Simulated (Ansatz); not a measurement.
The compound is KVF3 (Pm-3m).

```
K V F
1.0
     0.00000    0.00000   -4.13100
     0.00000   -4.13100    0.00000
    -4.13100    0.00000    0.00000
K V F
1 1 3
Cartesian
  0.0000 0.0000 0.0000
  -2.0655 -2.0655 -2.0655
  0.0000 -2.0655 -2.0655
  -2.0655 -2.0655 0.0000
  -2.0655 0.0000 -2.0655
```

The cell and positions come from the Crystallography Open Database and are kept as given unless a step says otherwise. PAW set soft_2, made with PBE.

A constrained-RPA run (Ansatz 0.2.0; non-magnetic LDA; V t2g + anion p, bands v11 to c1, 4×4×4 mesh, medium accuracy) builds 12 functions on bands 10 eV wide, with 21.0 electrons in the window. The bare on-site interaction is 18.2 eV and the bare J 0.68 eV.

**Question.** What U and J survive the screening?

On the V t2g shell, U = 7.23 eV (40 % of the bare value), U′ = 6.17 eV, J = 0.50 eV.

The parent state is non-magnetic and the interaction static (zero frequency); U depends on the window and the orbitals, so it belongs to this model alone. A window that holds the anion p bands defines a model with explicit ligands; its U belongs to that model and is not the U of DFT+U.

[Paths, hosts, dates, memory and timing lines, banners, echoed tables and standing remarks are left out of the program output.]

[Logs are printed without paths, hosts, clocks, repeated set-up lines and the standing remarks that a program may print on its own settings, such as how far it seeks lower states.]

[Runs of the session that timed out or met a known fault of the program may be left out.]

[Hosts, paths, dates, database ids (printed as entryN), source tags and the programs' standing remarks are cut or masked in the printed files.]
